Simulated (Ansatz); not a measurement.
# MgSi (P4/mmm): phonons and vibrational spectra, part 2 of 2

Aim: the phonons of MgSi (P4/mmm) at a cell relaxed beforehand at this level. After the zone centre comes a 2×2×2 q mesh on a 16×16×12 k mesh.

Ansatz 0.2.0; DFT PBEsol, scalar-relativistic, plane waves, norm-conserving pseudopotentials.

So far. Step 2 (Modes at Γ): Before it was imposed, the acoustic sum rule was missed by 0.0090 eV/Å². Small misses are needed for a sound result but don't prove that mesh and cutoff are converged. The lowest optical mode is real, 205 cm⁻¹.

## Step 3: Response at finite wavevector (continued)

Interpolated from a 2×2×2 q mesh, rough between the solved points. The phonon branches at the labelled points (cm⁻¹):

| point | branch 1 | branch 2 | branch 3 | branch 4 | branch 5 | branch 6 |
| --- | --- | --- | --- | --- | --- | --- |
| Γ | 0 | 0 | 0 | 205 | 205 | 298 |
| halfway | 86 | 107 | 113 | 196 | 256 | 273 |
| X | 122 | 123 | 186 | 203 | 204 | 314 |
| halfway | 36 | 118 | 200 | 213 | 240 | 311 |
| M | -72 | -72 | 196 | 222 | 306 | 306 |
| halfway | 78 | 134 | 144 | 236 | 255 | 260 |
| Γ | 0 | 0 | 0 | 205 | 205 | 298 |
| halfway | 60 | 60 | 130 | 184 | 184 | 282 |
| Z | 113 | 113 | 141 | 141 | 224 | 234 |
| halfway | -71 | 132 | 134 | 189 | 251 | 281 |
| R | -133 | 127 | 149 | 208 | 266 | 334 |
| halfway | -143 | -18 | 226 | 230 | 232 | 319 |
| A | -151 | -151 | 193 | 263 | 293 | 293 |
| halfway | -101 | 74 | 190 | 231 | 243 | 283 |
| Z | 113 | 113 | 141 | 141 | 224 | 234 |
| jump to X | 122 | 123 | 186 | 203 | 204 | 314 |
| halfway | -72 | 125 | 168 | 208 | 245 | 323 |
| R | -133 | 127 | 149 | 208 | 266 | 334 |
| jump to M | -72 | -72 | 196 | 222 | 306 | 306 |
| halfway | -117 | -117 | 194 | 244 | 299 | 299 |
| A | -151 | -151 | 193 | 263 | 293 | 293 |

The phonon branches as a text plot (rows in cm⁻¹):

```
    324 |      **                      ******           *****
    303 |**   *  *******     **       *      ** **           ***
    283 |  ***     *    *  **  **    *        *** **            *
    263 |   *           ***      *    ****   *** *  **     **  **
    243 |  * *    *     ***       ****    ****  * ****** **   *
    223 |     *  *******  ***     **      ***    * *   *     *
    202 |****  *********   *****      **** * **** * *   *********
    182 |    ****               **   *    *        * *  **
    162 |       *       *        *  *               ***   **
    142 |    * * *       **       ********            **    *
    122 |   ***   *     * **    * ***  ** *           *******
    101 |  *** **                  *                **
     81 |  *             ****  * *         *       *  *
     61 | *      *      *  **   *   *
     41 |**       **        ** *
     21 |*             *     **                      *
      1 |
    -20 |                                                *
    -40 |              *                          *
    -60 |          ** *
    -80 |           **               *      *       *        *
   -100 |                             *          * *      *
   -121 |                              *     *  * *        *  *
   -141 |                               **********          *  **
         Γ     X     M        Γ   Z     R      A      Z|X  R|M  A
```

The phonon density of states has structure finer than the step of the table below, so its rows give means over 20 cm⁻¹, whole bins alone (the curve runs from -152 to 332 cm⁻¹). Peaks (cm⁻¹: height): -127.5: 0.00733, 127.5: 0.0157, 172.5: 0.0234, 197.5: 0.0372, 242.5: 0.0358, 282.5: 0.0253.

Tetrahedra on a 22×22×16 mesh, mean over bins of 5 cm-1. Interpolated from a 2×2×2 q mesh, rough between the solved points. The phonon density of states by wavenumber; means over each step:

wavenumber (cm⁻¹), phonon density of states (1/cm⁻¹/cell) and a bar:
```
     -140     0.0044 ##
     -120     0.0071 #####
     -100     0.0066 ####
      -80     0.0061 ####
      -60     0.0050 ###
      -40     0.0032 #
      -20     0.0025 
        0     0.0025 
       20     0.0031 #
       40     0.0066 ####
       60     0.0093 #######
       80     0.0119 #########
      100     0.0126 ##########
      120     0.0141 ############
      140     0.0119 #########
      160     0.0163 ##############
      180     0.0208 ##################
      200     0.0312 #############################
      220     0.0240 #####################
      240     0.0326 ##############################
      260     0.0159 #############
      280     0.0206 ##################
      300     0.0209 ##################
      320     0.0101 ########
```

The partial phonon density of states has structure finer than the step of the table below, so its rows give means over 20 cm⁻¹, whole bins alone (the curve runs from -160 to 353 cm⁻¹). Peaks (cm⁻¹: height): Mg 201.2: 0.0224, 243.1: 0.0255, 297.9: 0.0179; Si -85.6: 0.00616, 78.7: 0.0103, 107.7: 0.0114, 172.2: 0.0114, 207.6: 0.0132, 227.0: 0.0118, 281.7: 0.00849.

Phonopy on the run's constants, 19x19x15 mesh, Gaussian sigma 3.7 cm-1. Interpolated from a 2×2×2 q mesh, rough between the solved points. Partial phonon density of states against wavenumber; means over each step; values in 1/cm⁻¹/cell:

| wavenumber (cm⁻¹) | Mg | Si |
| --- | --- | --- |
| -140 | 6.2e-4 | 0.00395 |
| -120 | 0.00130 | 0.00582 |
| -100 | 0.00115 | 0.00534 |
| -80 | 0.00110 | 0.00543 |
| -60 | 8.2e-4 | 0.00421 |
| -40 | 7.0e-4 | 0.00355 |
| -20 | 3.6e-4 | 0.00183 |
| 0 | 9.9e-5 | 3.6e-4 |
| 20 | 6.2e-4 | 0.00215 |
| 40 | 0.00175 | 0.00499 |
| 60 | 0.00255 | 0.00704 |
| 80 | 0.00316 | 0.00942 |
| 100 | 0.00324 | 0.00907 |
| 120 | 0.00496 | 0.00890 |
| 140 | 0.00511 | 0.00705 |
| 160 | 0.00774 | 0.00839 |
| 180 | 0.0113 | 0.0104 |
| 200 | 0.0189 | 0.0120 |
| 220 | 0.0135 | 0.0109 |
| 240 | 0.0209 | 0.0111 |
| 260 | 0.0111 | 0.00509 |
| 280 | 0.0134 | 0.00694 |
| 300 | 0.0167 | 0.00389 |
| 320 | 0.00842 | 0.00193 |
| 340 | 4.7e-4 | 1.7e-4 |

Second derivatives of the energy by pair, one row for each kind of neighbour of each atom listed. Each entry sums the pair over the periodic images of the supercell that the q mesh stands for, and in a polar crystal it holds the long-range dipole part too. Force constants by pair, by row:

| atom | neighbour | distance (Å) | third of the trace (eV/Å²) | along the pair's line (eV/Å²) |
| --- | --- | --- | --- | --- |
| Mg1 | itself | 0 | 4.516 | – |
| Mg1 | Si | 2.869 | -0.3458 | -1.167 |
| Mg1 | Mg | 2.938 | -0.8709 | -3.218 |
| Mg1 | Mg | 3.958 | 0.0352 | -0.0494 |
| Mg1 | Mg | 4.155 | -0.0532 | -0.1034 |
| Mg1 | Mg | 4.929 | 0.0149 | -0.0422 |
| Mg1 | Mg | 5.738 | -0.0197 | -0.01 |
| Si2 | itself | 0 | 2.63 | – |
| Si2 | Mg | 2.869 | -0.3458 | -1.167 |
| Si2 | Si | 2.938 | 0.3461 | 1.076 |
| Si2 | Si | 3.958 | 0.1126 | -0.976 |
| Si2 | Si | 4.155 | -0.5617 | -0.8871 |
| Si2 | Si | 4.929 | -0.1383 | -0.0025 |
| Si2 | Si | 5.738 | 0.1696 | 0.1586 |

Symmetry leaves 6 wavevectors to solve. The lowest mode among them, the acoustic zeros apart, lies at q = (-0.5, -0.5, -0.5) and is imaginary, 150.9i cm⁻¹, so the energy falls along it.

## Step 4: Summary of results

```
space group (within 0.01 Å)                             : P4/mmm
volume per atom                                         : 17.1 Å³
electronic character                                    : no gap on this mesh
highest optical mode at the zone centre (no LO-TO term) : 298 cm⁻¹
lowest optical zone-centre mode                         : 205 cm⁻¹
lowest mode on the q mesh (acoustic modes at Γ apart)   : -151 cm⁻¹
highest frequency on the path or at a solved wavevector : 334 cm⁻¹
imaginary modes on the 2×2×2 q mesh                     : yes
```

In words: Modes are clearly imaginary (beyond 10i cm⁻¹) at 3 of the 6 irreducible wavevectors, most at q = (-0.5, -0.5, -0.5) (150.9i cm⁻¹), so this structure is not a minimum of the energy. The optical modes at Γ span 205 to 298 cm⁻¹. The q mesh stands for a supercell only 5.9 Å across, so branches between the solved wavevectors are rough. With no gap, or one that is small against the smearing, the frequencies hang on the k mesh and the smearing, most of all near Kohn anomalies. These are harmonic frequencies at zero temperature: anharmonic shifts, linewidths and thermal expansion are left out.

[Logs are printed without paths, hosts, clocks, repeated set-up lines and the standing remarks that a program may print on its own settings, such as how far it seeks lower states.]

[Hosts, paths, dates, database ids (printed as entryN), source tags and the programs' standing remarks are cut or masked in the printed files.]
